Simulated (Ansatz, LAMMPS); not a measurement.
## Electronic structure of amorphous polyacrylonitrile (as short chains C14N4H18) at 400 K (108 atoms)

Wanted: forces, charges and levels of amorphous polyacrylonitrile (as short chains C14N4H18) at 400 K (108 atoms).

Calculated with Ansatz 0.2.0; Kohn-Sham DFT, PBE+D3(BJ), PAW (set soft_2), plane waves.

### Step 1. The starting structure

The cell holds 108 atoms: 42 C, 12 N and 54 H. Cell: a = 10.456 Å, b = 10.456 Å, c = 10.456 Å, α = 90.0°, β = 90.0°, γ = 90.0°. 3 polyacrylonitrile chains of 4 units with methyl end groups placed at random, at 1.06 g/cm³; overlaps pushed apart, then 20 ps at 800 K with MMFF94 bonds, angles, torsions, charges and radii (Halgren, J. Comput. Chem. 17, 490 (1996)) in harmonic and 12-6 forms. Snapshot after 30 ps at 400 K and fixed volume.

What the set-up can't give: The network of contacts between molecules at the start is that of the classical potential that made the cell, and needn't be the one that DFT or experiment would give. The density was typed from a rule of thumb and may lie off the real one at this temperature. The Brillouin zone is sampled at Γ only, in a cell whose shortest periodic width is 10 Å.

### Step 2. How the cell was made

A classical potential makes the cell, at a small fraction of what the same run would cost in DFT.

This step: classical MD, MMFF94 bonds, angles, torsions, charges and radii (Halgren, J. Comput. Chem. 17, 490 (1996)) in harmonic and 12-6 forms; charges of ions scaled by 0.8 (LAMMPS 22 Jul 2025 - Update 4).

The input, in.lmp:

```
# amorphous polyacrylonitrile
units real
atom_style full
boundary p p p
bond_style harmonic
angle_style harmonic
dihedral_style opls
improper_style harmonic
special_bonds lj 0 0 0.5 coul 0 0 0.75
read_data data.lmp
neigh_modify delay 0 every 1 check yes one 4000
comm_modify cutoff 12.0
timestep 0.5
thermo_style custom step time temp pe press density
thermo_modify norm yes
# push overlapping molecules apart
pair_style soft 2.6
pair_coeff * * 0.0
variable a equal ramp(1,60)
fix ad all adapt 1 pair soft a * * v_a
velocity all create 800 652225 mom yes dist gaussian
fix lim all nve/limit 0.03
fix lan all langevin 800 800 50 652226 zero yes
thermo 1000
run 3000 post no
unfix ad
pair_style lj/cut/coul/long 9.0
pair_modify mix arithmetic tail yes
pair_coeff 1 1 0.0678 3.3680   # C
pair_coeff 2 2 0.0678 3.5530   # C
pair_coeff 3 3 0.0721 3.3270   # N
pair_coeff 4 4 0.0216 2.5400   # H
kspace_style pppm 1.0e-4
thermo 100
# [... 16 lines left out ...]
compute msd all msd com yes
thermo 7500
fix md all nvt temp 400 400 100
run 30000 post no
print "== T400: mean square displacement over the hold $(c_msd[4]:%.2f) A^2"
unfix md
uncompute msd
write_dump all custom T400.dump id type xs ys zs modify sort id
```

On the command line:

```sh
> lmp -in in.lmp -log none -nocite
```

Numbers of over 12 decimals in the logs are rounded to 6 here.

What it wrote:

```text
LAMMPS (22 Jul 2025 - Update 4)
Reading data file ...
  orthogonal box = (0 0 0) to (10.45608 10.45608 10.45608)
  108 atoms
  orthogonal box = (0 0 0) to (10.45608 10.45608 10.45608)
  105 bonds
  192 angles
  243 dihedrals
   Step          Time           Temp          PotEng         Press         Density
         0   0              800            0.60562027    -10362.182      1.0559993
      1000   500            610.88595      2.4593844      10401.167      1.0559993
      2000   1000           617.65976      2.4841145      36101.075      1.0559993
      3000   1500           580.43189      2.1916858      21464.595      1.0559993
WARNING: Bond/angle/dihedral extent > half of periodic box length
Loop time of 0.264396 s on 1 MPI rank(s) for 3000 steps with 108 atoms
PPPM initialization ...
  G vector (1/distance) = 0.2753705
  grid = 5 5 5
  estimated relative force accuracy = 3.3087274e-05
[... 21 lines left out ...]
      2000   1000           591.82312      1.1529951      17964.725      1.0559993
[... 5 lines left out ...]
WARNING: Bond/angle/dihedral extent > half of periodic box length
Loop time of 7.73214 s on 1 MPI rank(s) for 20000 steps with 108 atoms
WARNING: Bond/angle/dihedral extent > half of periodic box length
   Step          Time           Temp          PotEng         Press         Density
[... 4 lines left out ...]
Loop time of 7.54112 s on 1 MPI rank(s) for 20000 steps with 108 atoms
   Step          Time           Temp          PotEng         Press         Density
[... 2 lines left out ...]
     52500   51500          415.79695      0.065059928    11334.069      1.0559993
     60000   59000          339.10772      0.084574263   -2451.2746      1.0559993
     67500   66500          372.96992      0.22939242     11724.419      1.0559993
     72000   71000          407.7116       0.33461588     19428.274      1.0559993
WARNING: Bond/angle/dihedral extent > half of periodic box length
Loop time of 10.9514 s on 1 MPI rank(s) for 30000 steps with 108 atoms
== T400: mean square displacement over the hold 0.54 A^2
```

The job ended after 28 s (1 thread of Arm Neoverse V2, shared host; peak memory 0.13 GiB).

The input also reads data.lmp (atoms, bonds and types; not printed here).

### Step 3. Plane-wave single point

One self-consistent run at the given positions yields energy and forces.

The input, input.yaml:

```yaml
crystal:
  lattice:
    - [10.45608, 0.0, 0.0]
    - [0.0, 10.45608, 0.0]
    - [0.0, 0.0, 10.45608]
  atoms:
    - { symbol: C, position: [0.91725, 0.04382, 0.21168] }
    - { symbol: C, position: [0.86652, 0.17398, 0.17376] }
    - { symbol: C, position: [0.85108, 0.25633, 0.29244] }
    - { symbol: C, position: [0.97858, 0.32112, 0.31686] }
    - { symbol: "N", position: [0.06962, 0.38151, 0.33819] }
    - { symbol: C, position: [0.74833, 0.35814, 0.26669] }
    - { symbol: C, position: [0.64892, 0.3952, 0.36354] }
    - { symbol: C, position: [0.70563, 0.44856, 0.47126] }
    - { symbol: "N", position: [0.74963, 0.47595, 0.57318] }
    - { symbol: C, position: [0.57413, 0.27997, 0.41259] }
    - { symbol: C, position: [0.44468, 0.27358, 0.35859] }
    - { symbol: C, position: [0.45999, 0.24814, 0.23066] }
    - { symbol: "N", position: [0.47925, 0.21613, 0.1249] }
    - { symbol: C, position: [0.36416, 0.17277, 0.42455] }
    - { symbol: C, position: [0.29636, 0.20983, 0.54663] }
    - { symbol: C, position: [0.37194, 0.22879, 0.65937] }
    - { symbol: "N", position: [0.44176, 0.24846, 0.73917] }
    - { symbol: C, position: [0.19105, 0.10136, 0.58205] }
    - { symbol: H, position: [0.00796, 0.01809, 0.16095] }
    - { symbol: H, position: [0.94975, 0.03619, 0.31367] }
    - { symbol: H, position: [0.84212, 0.96253, 0.18884] }
    - { symbol: H, position: [0.92352, 0.23231, 0.10044] }
    - { symbol: H, position: [0.76766, 0.15213, 0.14825] }
    - { symbol: H, position: [0.81162, 0.18449, 0.36903] }
    - { symbol: H, position: [0.80329, 0.44803, 0.24649] }
    - { symbol: H, position: [0.70594, 0.32253, 0.1774] }
    - { symbol: H, position: [0.57557, 0.47162, 0.32833] }
    - { symbol: H, position: [0.62612, 0.19289, 0.38521] }
    - { symbol: H, position: [0.5721, 0.2783, 0.51658] }
    - { symbol: H, position: [0.38975, 0.36174, 0.37608] }
    - { symbol: H, position: [0.43041, 0.08938, 0.44243] }
    - { symbol: H, position: [0.28927, 0.13935, 0.35958] }
    - { symbol: H, position: [0.25099, 0.29577, 0.52592] }
    - { symbol: H, position: [0.15859, 0.13765, 0.67167] }
    - { symbol: H, position: [0.21529, 0.00418, 0.59145] }
    - { symbol: H, position: [0.11432, 0.10493, 0.51197] }
    - { symbol: C, position: [0.70276, 0.40098, 0.87908] }
    - { symbol: C, position: [0.70667, 0.2657, 0.88399] }
    - { symbol: C, position: [0.77673, 0.20318, 0.77303] }
    - { symbol: C, position: [0.90355, 0.25546, 0.75088] }
    - { symbol: "N", position: [0.99794, 0.30295, 0.71336] }
    - { symbol: C, position: [0.78102, 0.06339, 0.78654] }
    - { symbol: C, position: [0.64978, 0.99382, 0.7794] }
    - { symbol: C, position: [0.60164, 0.98032, 0.65239] }
    - { symbol: "N", position: [0.57878, 0.97258, 0.54149] }
    - { symbol: C, position: [0.66665, 0.85912, 0.81917] }
    - { symbol: C, position: [0.5644, 0.82216, 0.92279] }
    - { symbol: C, position: [0.43507, 0.83499, 0.86826] }
    - { symbol: "N", position: [0.33893, 0.85076, 0.82014] }
    - { symbol: C, position: [0.57979, 0.89444, 0.04785] }
    - { symbol: C, position: [0.53068, 0.81994, 0.15749] }
    - { symbol: C, position: [0.61343, 0.71027, 0.19299] }
    - { symbol: "N", position: [0.69649, 0.64725, 0.22383] }
    - { symbol: C, position: [0.52229, 0.89712, 0.26706] }
    - { symbol: H, position: [0.62639, 0.42837, 0.81008] }
    - { symbol: H, position: [0.78686, 0.45134, 0.84] }
    - { symbol: H, position: [0.67811, 0.44064, 0.97222] }
    - { symbol: H, position: [0.61069, 0.22773, 0.89454] }
    - { symbol: H, position: [0.77304, 0.23579, 0.96306] }
    - { symbol: H, position: [0.72488, 0.22587, 0.69034] }
    - { symbol: H, position: [0.83378, 0.03903, 0.87924] }
    - { symbol: H, position: [0.83249, 0.03314, 0.70988] }
    - { symbol: H, position: [0.57524, 0.04403, 0.82837] }
    - { symbol: H, position: [0.76238, 0.84506, 0.85642] }
    - { symbol: H, position: [0.65098, 0.7855, 0.74621] }
    - { symbol: H, position: [0.57191, 0.71793, 0.93633] }
    - { symbol: H, position: [0.5136, 0.97529, 0.03714] }
    - { symbol: H, position: [0.67815, 0.93261, 0.05949] }
    - { symbol: H, position: [0.44141, 0.79321, 0.1254] }
    - { symbol: H, position: [0.61944, 0.94699, 0.2797] }
    - { symbol: H, position: [0.44421, 0.96588, 0.25274] }
    - { symbol: H, position: [0.50182, 0.83308, 0.35312] }
    - { symbol: C, position: [0.34674, 0.5455, 0.07214] }
    - { symbol: C, position: [0.36045, 0.46654, 0.95263] }
    - { symbol: C, position: [0.2316, 0.40203, 0.92428] }
    - { symbol: C, position: [0.1997, 0.29164, 0.01021] }
    - { symbol: "N", position: [0.17867, 0.21113, 0.08435] }
    - { symbol: C, position: [0.11838, 0.49602, 0.90145] }
    [... 24 atom lines left out ...]
    - { symbol: H, position: [0.20579, 0.737, 0.41967] }
    - { symbol: H, position: [0.17246, 0.58753, 0.40713] }
    - { symbol: H, position: [0.94628, 0.61788, 0.47375] }
    - { symbol: H, position: [0.88861, 0.74744, 0.27189] }
    - { symbol: H, position: [0.06086, 0.72745, 0.23616] }
    - { symbol: H, position: [0.94291, 0.58926, 0.26356] }
kpoints:
  mp_grid: { grid: [1, 1, 1] }
hamiltonian:
  xc: pbe
  dispersion: d3bj
scf:
  occupations: { method: fixed }
output:
  forces: true
  stress: true
  populations: true
  dos:
    method: { smearing: { sigma: 0.08 } }
    de: 0.1
    projected: { site_lists: { C: [C], H: [H], "N": ["N"] } }
  eigenvalues: true
  write_density: true
  write_potential: true
  volumetric_format: npy
```

On the command line:

```sh
> ansatz run input.yaml --threads 8 --pin off --max-ram 15872MiB --backend cpu --events-out ev --progress --plain --runs-dir out
```

What it wrote:

```text
Engine: ansatz 0.2.0, aarch64-unknown-linux-gnu
Pseudopotentials: kind: paw
Pseudopotential: C, paw, valence charge 4, recommended cutoff 420 eV (normal), C.paw.azcp
Pseudopotential: N, paw, valence charge 5, recommended cutoff 420 eV (normal), N.paw.azcp
Pseudopotential: H, paw, valence charge 1, recommended cutoff 420 eV (normal), H.paw.azcp
Functional definition: PBE
  parameter kappa = 0.804
  parameter beta = 0.066725
  exchange = pbe_x(kappa = kappa, mu = beta*pi^2/3)
  correlation = pbe_c(beta = beta)
Crystal: 108 atoms, lattice volume = 1143.159 Å³
Basis set: ecut = 420 eV, 22335 PW (Γ), exchange–correlation on 144×144×144 points (8 copies of the dense FFT grid, shifted against one another)
Bands: 249, of which v1, the nominal top of the filled ones, is band 141 counted from 1 (140 counted from 0)
Symmetry: 1 space group operations
Space group: P1 (ITA 1), of the structure as read, at distance tolerance 1.0e-4 Å
k-points: 1
Non-local potential: C, projectors of the file, l = 0: 2, l = 1: 2, l = 2: 1
Non-local potential: N, projectors of the file, l = 0: 2, l = 1: 2, l = 2: 1
Non-local potential: H, projectors of the file, l = 0: 2, l = 1: 1
PAW form: soft (Blöchl's): semilocal exchange-correlation on the pseudo side does not see the compensation charge
PAW one-centre angular grid: C, 110 points (default); XC on 64 Gauss nodes
PAW one-centre angular grid: N, 110 points (default); XC on 64 Gauss nodes
PAW one-centre angular grid: H, 110 points (default); XC on 64 Gauss nodes
Initial density: superposition of atomic densities (neutral atoms: chi_scale 0, normalization atom), corrected by the library's trained network
Initial wavefunctions: pseudopotential atomic-orbital guess
Functional: x = pbe(κ = 0.804, μ = 0.219515), c = pbe(β = 0.066725)
SCF iter   1: F=—  HF=-16004.295312 eV  |F-HF|=—  |Δ(HF+E_count)|=         —  Δρ=5.46e-3  dr2=5.00e-1  ethr=1.77e-3  ⟨swp⟩=5.0  Hψ=867  notcnv=0  defer=104
preconditioner: auto → Resta (q_TF=auto, 2.161 Å⁻¹)  ε∞=2.5  [insulator: Δε(μ)=5.907 eV  Ē_g=15.125 eV  n_scr=178 (ndim 8)  ℏωp=18.4 eV  f_vac=0.213  ε∞_Penn≈2.5]
SCF iter   2: F=—  HF=-16004.250706 eV  |F-HF|=—  |Δ(HF+E_count)|=   4.46e-2  Δρ=3.10e-3  dr2=1.24e-1  ethr=1.77e-4  ⟨swp⟩=2.0  Hψ=429  notcnv=0  defer=104
SCF iter   3: F=—  HF=-16004.243779 eV  |F-HF|=—  |Δ(HF+E_count)|=   6.93e-3  Δρ=1.53e-3  dr2=3.70e-2  ethr=4.38e-5  ⟨swp⟩=3.0  Hψ=291  notcnv=0  defer=106
SCF iter   4: F=—  HF=-16004.243928 eV  |F-HF|=—  |Δ(HF+E_count)|=   1.50e-4  Δρ=5.23e-4  dr2=5.87e-3  ethr=1.31e-5  ⟨swp⟩=3.0  Hψ=281  notcnv=0  defer=106
SCF iter   5: F=—  HF=-16004.244240 eV  |F-HF|=—  |Δ(HF+E_count)|=   3.11e-4  Δρ=2.92e-4  dr2=1.37e-3  ethr=2.08e-6  ⟨swp⟩=3.0  Hψ=287  notcnv=0  defer=106
SCF iter   6: F=—  HF=-16004.244115 eV  |F-HF|=—  |Δ(HF+E_count)|=   1.24e-4  Δρ=1.19e-4  dr2=2.14e-4  ethr=4.87e-7  ⟨swp⟩=2.0  Hψ=289  notcnv=0  defer=106
SCF iter   7: F=—  HF=-16004.244096 eV  |F-HF|=—  |Δ(HF+E_count)|=   1.95e-5  Δρ=3.61e-5  dr2=1.95e-5  ethr=7.59e-8  ⟨swp⟩=2.0  Hψ=276  notcnv=0  defer=106
SCF iter   8: F=—  HF=-16004.245116 eV  |F-HF|=—  |Δ(HF+E_count)|=   1.02e-3  Δρ=2.67e-5  dr2=1.02e-5  ethr=6.91e-9  ⟨swp⟩=2.0  Hψ=388  notcnv=0  defer=106
SCF iter   9: F=—  HF=-16004.245115 eV  |F-HF|=—  |Δ(HF+E_count)|=   1.32e-6  Δρ=5.36e-6  dr2=3.50e-7  ethr=3.61e-9  ⟨swp⟩=2.0  Hψ=285  notcnv=0  defer=106
SCF iter  10: F=-16004.245115 eV  HF=-16004.245115 eV  |F-HF|=4.45e-8  |Δ(HF+E_count)|=   1.14e-7  Δρ=2.53e-6  dr2=8.88e-8  ethr=3.55e-11  ⟨swp⟩=22.0  Hψ=2358  notcnv=0
SCF 1 converged in 10 iterations: F = -16004.245115 eV  dr2 = 8.88e-8
  greatest PAW one-centre occupation: 0.847 electrons in one spin orbital (limit 2), on the N atom at site 52 (counted from 0), in its partial waves of l = 0
WARN: The input density's exchange-correlation potential varies sharply where the density is thin. Do not read a vacuum level from v_tot or v_xc, or from such a field of the output density. On a cell that repeats whose density bears no net charge and no dipole along the vacuum's axis use v_es (v_loc + v_h of the components); [...]
SCF converged after 10 iterations
Free energy (F): -16004.245115 eV
Harris-Foulkes:  -16004.245115 eV  (|F-HF|=4.45e-8)
Internal energy: -16004.245115 eV  (E = F + TS)
E sigma→0 (E₀):  -16004.245115 eV
Fermi energy:    -1.730481 eV
--- Per-component energies (eV) ---
  E_band       = -2071.981149
  E_kinetic    = 6118.739970
  E_local      = -18304.044378  (includes V_loc(G=0)·N_el)
  E_nonlocal   = 1820.479737
  E_hartree    = 6434.157560
  E_xc         = -3209.872847
  E_vxc        = -4017.319904  (∫ρ·V_xc dr)
  E_paw        = -5734.063828  (= ΣΔE_a)
  E_vpaw       = -558.077745  (= ΣTr[D̂ρ^β])
  E_aug_tail   = -0.072745  (compensation charges beyond the density's cutoff)
  E_ewald      = -3122.975973
  E_disp       = -6.592611  (pairwise vdW)
  E_smearing   = -0.000000  (= −TS)
  E_closure    = 0.000000  (closes the sum)
  Σ components = -16004.245115   (vs F -16004.245115, Δ=0.00e0)
--- Forces (eV/Å), atoms counted from 1 ---
  atom   1  C      1.02971664    -2.25045468    -0.50894719
  atom   2  C      0.17595673    -0.06265649     0.01293242
  atom   3  C      0.02565908    -0.27374605     1.46532913
  atom   4  C     -1.42307484    -0.69358556     1.08946083
  atom   5  N      0.01304788    -0.28959388    -0.20658545
  atom   6  C      1.39378508     1.52715641    -1.73057658
  atom   7  C     -1.76533866     0.21066920    -0.94438554
  atom   8  C      2.43751492     1.74093387     5.24170975
  atom   9  N     -0.99992171    -0.40862862    -3.02908146
  atom  10  C      1.28441996    -0.36935568     0.91898348
  atom  11  C     -1.92339119     0.85432826     2.38924946
  atom  12  C     -0.04825290    -1.03846675    -4.37098034
  atom  13  N     -0.04635885     0.38702849     0.99632987
  atom  14  C      0.88399580    -2.28543599    -0.07077130
[...]
atom 107  H     -1.08269842    -0.33677294     0.15803305
  atom 108  H      1.06585531     1.81471261     0.23305343
  max |Σ_I F_I| component: 2.10e-4 eV/Å
--- Stress (GPa, compression-positive) ---
        1.623276      -1.846745       0.792289
       -1.846746       4.147185       1.537020
        0.792289       1.537021       5.436522
  P = ⅓ Tr σ = 3.7357 GPa (37.357 kbar)
--- Band table (eV) ---
  k-point 0: bands = ["-18.0760", "-17.9404", "-17.8309", "-17.7988", [... 233 levels ...], "10.4958", "10.5848", "10.6148", "10.6608", "10.7510", "10.7928", "10.8388", "10.8896", "10.9329", "11.0076", "11.0509", "11.1454"]
--- Löwdin populations: 108 sites ---
  site symbol       q [e]
     0      C      4.4325
     1      C      4.2362
     2      C      4.1017
[...]
107      H      0.8285
  spilling = 0.012499 (of n_electrons = 282.000000)
```

It took 6 s on 8 threads of Arm Neoverse V2, shared host; peak memory 1.2 GiB; 42 s of CPU time.

The program notes that the exchange-correlation potential is rough where the density is thin.

Read from the output:

```yaml
free_energy: -16004.2451 eV
free_energy_per_atom: -148.1875 eV/atom
scf_cycles: 10
pressure: 3.736 GPa
r_m_s_force_component: 1.222 eV/Å
longest_force: 6.037 eV/Å
fermi_energy: -1.73 eV
spacing_of_highest_filled_and_lowest_empty_level: 5.788 eV
spilling_of_the_projection: 0.0125
```

Neighbours are counted within 1.34 Å (H-C), 1.85 Å (C-C), 1.62 Å (C-N).

Length of the force by element and coordination:

```tsv
element	coordination	atoms	mean length of the force (eV/Å)	spread	least	most
C	all	42	2.48	1.18	0.187	6.04
C	2	12	2.86	1.52	1.01	6.04
C	4	30	2.33	0.970	0.187	4.63
H	all	54	1.17	0.769	0.104	3.44
N	all	12	1.84	1.31	0.315	4.32
```

Löwdin charges by element and coordination (they lack the spilled electrons, 0.033 e an atom on average):

```tsv
element	coordination	atoms	mean charge (e)	spread	least	most
C	all	42	-0.113	0.221	-0.455	0.217
C	2	12	0.204	0.0104	0.182	0.217
C	4	30	-0.240	0.111	-0.455	-0.102
H	all	54	0.200	0.0233	0.142	0.243
N	all	12	-0.209	0.0116	-0.227	-0.187
```

States in the cell by windows of 1 eV, zero at the Fermi level; the larger projections on atomic orbitals stand beside the total:

```tsv
from (eV)	to (eV)	total	C p	N p	H s	C s
-14	-13	6.8	1.9	0.0	0.9	3.6
-13	-12	6.0	2.1	0.0	0.7	2.9
-12	-11	5.8	1.6	0.0	1.2	3.0
-11	-10	6.2	2.1	0.0	1.2	2.7
-10	-9	10.5	4.3	0.0	2.1	3.8
-9	-8	9.3	4.0	0.0	1.9	3.0
-8	-7	5.0	2.2	0.0	1.2	1.4
-7	-6	17.1	11.9	0.2	2.9	1.5
-6	-5	13.1	9.6	0.2	2.1	0.9
-5	-4	17.2	12.7	0.5	2.8	0.8
-4	-3	22.7	14.6	1.7	4.8	0.9
-3	-2	33.3	17.5	5.9	7.2	1.0
-2	-1	58.5	24.0	21.5	7.3	0.5
-1	0	34.4	17.1	11.5	4.9	0.3
0	1	0.9	0.5	0.2	0.2	0.0
1	5	0.0	0.0	0.0	0.0	0.0
```

The curve was stored every 0.100 eV, coarse against its broadening of 0.08 eV, so these counts are rough.

With fixed occupations the program's Fermi level is the highest filled level; weight inside the gap is the broadening of levels at its edges.

Between -17 and -14 eV lie 35 more states.

The levels nearest the highest filled one (over half full), pooled over k-points and spins:

```tsv
level less the highest filled one (eV)	occupation
-0.490	2
-0.470	2
-0.403	2
-0.303	2
-0.173	2
0	2
5.79	0
5.82	0
5.89	0
5.93	0
6.02	0
6.11	0
```

Valence density in the bc plane at fractional x = 0.441, with atoms of C and N and H within 0.2 Å of it. It is the smooth field of the valence electrons, not physical close to the nuclei.

Ten steps, logarithmic in the rise over the least value, from '0' (0.0 e/Å³) to '9' (3.6 e/Å³), each cell a mean:
```
10000000125776543210012343221
00000000013555554210124676421
00000011111234554210136787631
00001233321112343100135787631
00012467642101111000124676531
00013699963100000000012344310
00024799963100111110001111110
00024688753101244431000000000
10013566532012467753100000001
11012344321013589863100000011
11112222110012578753100000011
12333322110001345432000000011
24665544332100112210000000001
24776666654310000000000111101
13455678876521000000001233211
21223578886421000000001344432
32112578875310000000001345565
52113578864200000000001345677
42124688763100000000113444566
21125788752101123211135654333
10135898642101346532247864211
11135787531112468742236753221
21123565322333456642123332222
11001222224665444321011222222
```
Columns run along b (10.5 Å), rows up along c (10.5 Å). Atoms in or near the plane, at fractional coordinates: C at (0.27, 0.36), C at (0.25, 0.23), N at (0.25, 0.74), H at (0.09, 0.44), C at (0.83, 0.87), H at (0.79, 0.13), H at (0.97, 0.25), H at (0.57, 0.10), H at (0.39, 0.98).

(Continued in part 2 of 2.)

[Logs are printed without paths, hosts, clocks, repeated set-up lines and the standing remarks that a program may print on its own settings, such as how far it seeks lower states.]

[Hosts, paths, dates, database ids (printed as entryN), source tags and the programs' standing remarks are cut or masked in the printed files.]

[The MMFF94 radii named for the starting cell were scaled by 0.96; in molecules described by MMFF94, hydrogen bound to N, O or S took a small fixed 12-6 site in their place.]
